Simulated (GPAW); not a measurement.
# Al2Pd (Fm-3m): the Al K absorption edge, part 3 of 3

What does one-electron theory with a core hole give for the Al K edge of Al2Pd (Fm-3m)?

GPAW 26.7.0; X-ray absorption from dipole matrix elements to empty bands, plane-wave PAW LDA.

So far. Step 5 (Spectrum with XCH, Al atom 2): The total-energy difference is 1563.30 eV. One term is added: -13.88 eV, since the hole is spin-paired here and a spin-polarised one costs that much less in the free atom (computed apart). The photon energy is then 1549.42 eV. The tabulated edge of the element is 1559 eV. The functional leaves an error in such absolute values: in the free atom LDA prices this hole 7.2 eV below PBE (computed apart), and PBE is itself good to a few eV.

### Step 8. Spectrum with XCH, Al atom 2

A smaller cell brings the holes closer; here they are 4.2 Å apart.

Changed against the first core-hole run: supercell atoms from 18 to 9; the field's mesh follows (3×3×3 to 4×4×4).

Contents of xas.py:

```python
import numpy as np
from ase import Atoms
from ase.parallel import parprint, paropen
from gpaw import GPAW, PW, FermiDirac, Mixer, MixerDif, setup_paths
from gpaw.test import gen
setup_paths.insert(0, '.')
gen('Al', name='fch1s', xcname='LDA', corehole=(1, 0, 1), write_xml=True)
from gpaw.mpi import world
world.barrier()

atoms = Atoms('Pd3Al6',
    cell=[[0, -2.94953557, -2.94953557],
     [0, -2.94953557, 2.94953557],
     [-8.8486067, 0, 2.94953557]],
    scaled_positions=[[0, 0, 0],
     [0.66666667, 0.33333333, 0.33333333],
     [0.33333333, 0.66666667, 0.66666667],
     [0.25, 0.25, 0.5],
     [0.91666667, 0.58333333, 0.83333333],
     [0.58333333, 0.91666667, 0.16666667],
     [0.41666667, 0.08333333, 0.83333333],
     [0.08333333, 0.41666667, 0.16666667],
     [0.75, 0.75, 0.5]],
    pbc=True)
atoms.calc = calc = GPAW(legacy_gpaw=True, mode=PW(430), xc='LDA', setups={3: 'fch1s'},
    kpts={'size': (4, 4, 4), 'gamma': True}, occupations=FermiDirac(0.1),
    charge=-1, mixer=Mixer(0.1, 5, 50), maxiter=150,
    convergence={'density': 0.0001}, txt='scf.txt')
energy = atoms.get_potential_energy() + calc.get_reference_energy()
ef = calc.get_fermi_level()
out = dict(energy=energy, fermi=ef, forces=atoms.get_forces().tolist())
parprint(f'all-electron energy {energy:.4f} eV, Fermi level {ef:.4f} eV')
ev = np.array([[calc.get_eigenvalues(k, s) for k in range(len(calc.get_ibz_k_points()))] for s in range(calc.get_number_of_spins())])
out['homo'], out['lumo'], out['counts'] = ev[ev < ef].max(), ev[ev > ef].min(), sorted(set((ev < ef).sum((0, 2)).tolist()))
out['filled'] = (ev[:, 0] < ef).sum(1).tolist()

from ase.units import Ha
from gpaw.xas import dipole_matrix_elements
nb = int(calc.get_number_of_electrons() / 2) + 110
top, nb = nb, nb + 8 + nb // 12
nscf = calc.fixed_density(kpts={'size': (5, 5, 5), 'gamma': True}, nbands=nb,
    convergence={'bands': top, 'eigenstates': 1e-5}, maxiter=60, txt='nscf.txt')
cell = atoms.cell.array
ops = [cell.T @ U.T @ np.linalg.inv(cell.T) for U in nscf.wfs.kd.symmetry.op_scc]
E = np.arange(-6, 34, 0.1)
fwhm = np.interp(E, [4, 25], [0.9, 3.5])
Y, X, zero, highest = 0, 0, 1e9, 1e9
for spin in range(nscf.get_number_of_spins()):
    wfs = nscf.wfs
    A = dipole_matrix_elements(wfs.setups[3])
    eps = np.zeros((wfs.kd.nibzkpts, nb))
    d = np.zeros((3, A.shape[1], wfs.kd.nibzkpts, nb), complex)
    for kpt in wfs.kpt_u:
        if kpt.s == spin and 3 in kpt.P_ani:
            eps[kpt.k] = kpt.eps_n * Ha
            d[:, :, kpt.k] = (kpt.weight * wfs.nspins / 2) ** 0.5 * np.inner(A, kpt.P_ani[3])
    world.sum(eps)
    world.sum(d)
    T = np.einsum('amkn,bmkn->abkn', d, d.conj()).real
    T = sum(np.einsum('ai,ijkn,bj->abkn', R, T, R) for R in ops) / len(ops)
    empty = eps > ef
    zero, highest = min(zero, eps[empty].min()), min(highest, eps[:, top - 1].min())
    lines = [(eps, T, empty)] if spin == 0 else lines + [(eps, T, empty)]
for eps, T, empty in lines:
    f = np.einsum('aakn->akn', T).reshape(3, -1)
    x = eps.ravel() - zero
    w = np.interp(x, E, fwhm) / 2.35482
    g = np.exp(-0.5 * ((E[:, None] - x) / w) ** 2) / (w * (2 * np.pi) ** 0.5)
    Y = Y + (f * empty.ravel()) @ g.T
    X = X + (f * ~empty.ravel()) @ g.T
out.update(E=E.round(2).tolist(), xas=Y.tolist(), xes=X.tolist(), zero=zero, valid=highest - zero, nk=len(eps), nb=nb)
for i in range(0, len(E), 10):
    parprint(f'{E[i]:7.2f}', *(f'{v:10.3e}' for v in Y[:, i]))
import json
with paropen('out.json', 'w') as f:
    json.dump(out, f)
```

Run with:

```
> OMP_NUM_THREADS=1 mpirun -n 4 gpaw python xas.py
```

Numbers of over 12 decimals in the logs are rounded to 6 here.

The program printed:

```text
Input parameters:
  charge: -1
  convergence: {density: 0.0001}
  kpts: {gamma: True,
         size: (4, 4, 4)}
  maxiter: 150
  mixer: {backend: pulay,
          beta: 0.1,
          method: separate,
          nmaxold: 5,
          weight: 50}
  mode: {ecut: 430.0,
         name: pw}
  occupations: {fixmagmom: False,
                name: fermi-dirac,
                width: 0.1}
  setups: {3: fch1s}

Initialize ...

[...]
warnings.warn('Using symmetrized grid: ({},{},{}).\n'.format(*N_c))
<dir> UserWarning: Using symmetrized grid: (45,45,45).

  warnings.warn('Using symmetrized grid: ({},{},{}).\n'.format(*N_c))
<dir> UserWarning: Using symmetrized grid: (45,45,45).

  warnings.warn('Using symmetrized grid: ({},{},{}).\n'.format(*N_c))
all-electron energy -449247.8820 eV, Fermi level 6.9063 eV
[...]
32.00  7.313e-06  7.312e-06  7.312e-06
  33.00  7.468e-06  7.439e-06  7.439e-06
[key lines of the parts left out:]
Converged after 19 iterations.
Dipole moment: (0.000000, 0.049394, -0.000000) |e|*Ang
Free energy:    -56.212327
Fermi level: 6.90633
```

It took 6 min on 4 MPI ranks of Arm Neoverse N1, shared host; peak memory 0.45 GiB.

These settings depart from the first run's and aren't meant as converged.

The scaled spectrum changes by 10 % r.m.s. The highest intensity below 16 eV goes from 4.7 eV (1.96) to 4.5 eV (1.98).

| E (eV) | first run | this run |
| --- | --- | --- |
| -2.0 | 0.00 | 0.00 |
| -0.5 | 0.09 | 0.06 |
| 1.0 | 0.65 | 0.56 |
| 2.5 | 0.56 | 0.58 |
| 4.0 | 1.34 | 1.54 |
| 5.5 | 1.81 | 1.84 |
| 7.0 | 1.38 | 1.31 |
| 8.5 | 1.11 | 1.18 |
| 10.0 | 1.02 | 0.85 |
| 11.5 | 0.79 | 0.77 |
| 13.0 | 0.98 | 1.11 |
| 14.5 | 0.94 | 0.92 |
| 16.0 | 0.88 | 0.89 |
| 17.5 | 0.79 | 0.81 |
| 19.0 | 0.68 | 0.66 |
| 20.5 | 0.58 | 0.55 |
| 22.0 | 0.54 | 0.50 |
| 23.5 | 0.49 | 0.46 |
| 25.0 | 0.52 | 0.59 |
| 26.5 | 0.73 | 0.84 |
| 28.0 | 0.99 | 1.06 |
| 29.5 | 1.08 | 1.07 |
| 31.0 | 1.02 | 1.00 |

### Step 9. What the core hole does

Both curves are counted from their own zero, so only the shift of weight within the empty states shows.

| E (eV) | no hole | XCH |
| --- | --- | --- |
| -2.0 | 0.00 | 0.00 |
| -1.0 | 0.00 | 0.00 |
| 0.0 | 0.35 | 0.45 |
| 1.0 | 0.60 | 0.65 |
| 2.0 | 0.24 | 0.49 |
| 3.0 | 0.47 | 0.96 |
| 4.0 | 0.68 | 1.34 |
| 5.0 | 1.13 | 1.91 |
| 6.0 | 1.29 | 1.59 |
| 7.0 | 1.46 | 1.38 |
| 8.0 | 1.29 | 1.11 |
| 9.0 | 1.28 | 1.13 |
| 10.0 | 1.29 | 1.02 |
| 11.0 | 1.04 | 0.83 |
| 12.0 | 1.03 | 0.83 |
| 13.0 | 1.02 | 0.98 |
| 14.0 | 1.10 | 0.98 |
| 15.0 | 1.23 | 0.92 |
| 16.0 | 1.13 | 0.88 |
| 17.0 | 1.06 | 0.81 |
| 18.0 | 1.04 | 0.76 |
| 19.0 | 0.93 | 0.68 |
| 20.0 | 0.82 | 0.60 |
| 21.0 | 0.74 | 0.57 |
| 22.0 | 0.66 | 0.54 |
| 23.0 | 0.57 | 0.50 |
| 24.0 | 0.50 | 0.48 |
| 25.0 | 0.50 | 0.52 |
| 26.0 | 0.56 | 0.65 |
| 27.0 | 0.67 | 0.83 |
| 28.0 | 0.81 | 0.99 |
| 29.0 | 0.93 | 1.07 |
| 30.0 | 1.00 | 1.06 |
| 31.0 | 1.02 | 1.02 |
| 32.0 | 1.03 | 1.00 |

With each curve scaled to its own mean, the area from −2 to 6 eV with the hole is 6.7 against 4.1, and the centre of weight from −1 to 20 eV moves by -1.4 eV: the hole pulls the absorber's empty states down.

### Step 10. Results

```yaml
absorber_and_edge: Al K, atom 2 of the ground-state input (counted from 1)
surroundings: 4 Pd at 2.55 Å and 6 Al at 2.95 Å (10-fold, site symmetry -43m)
highest_intensity_below_16_ev: 4.7 eV above the zero, height 1.96
photon_energy_of_the_zero_with_the_added_terms: 1549.4 eV (raw 1563.3 eV; LDA puts this hole about 7 eV below PBE, itself good to a few eV)
```

In words: The Al K edge of atom 2, with 4 Pd at 2.55 Å and 6 Al at 2.95 Å (10-fold, site symmetry -43m), has its highest intensity of the first 16 eV at 4.7 eV above the zero, near 1554 eV in photon energy (LDA puts this hole about 7 eV below PBE, itself good to a few eV), 2.0 times the mean level of the first 20 eV (Gaussian full width 0.9 eV up to 4 eV, rising linearly to 3.5 eV at 25 eV). With each curve scaled to its own mean, the area from −2 to 6 eV with the hole is 6.7 against 4.1, and the centre of weight from −1 to 20 eV moves by -1.4 eV: the hole pulls the absorber's empty states down. Changing the core hole to FCH alters the shape by 4 % r.m.s., so the result is insensitive to this choice. A cell with holes 4.2 Å apart changes the curve by 10 % r.m.s. (10 % after the best shift). The mesh is coarse (0.31 Å⁻¹ between points), so small maxima may be mesh ripples. The structure is a computed Materials Project entry and may be a hypothetical form.

[Banner, clock and machine lines of the logs are left out without a mark of their own.]

[Logs are printed without paths, hosts, clocks, repeated set-up lines and the standing remarks that a program may print on its own settings, such as how far it seeks lower states.]

[Hosts, paths, dates, database ids (printed as entryN), source tags and the programs' standing remarks are cut or masked in the printed files.]

[Lists of maxima count a maximum above −3 eV only where it reaches 4 % of the highest in the window and stands out from its surroundings by 2 % of it (1.5 % where it reaches 55 %); shoulders and weaker maxima are passed over, and of the rest the first, up to two pre-edge ones and the few strongest are named.]
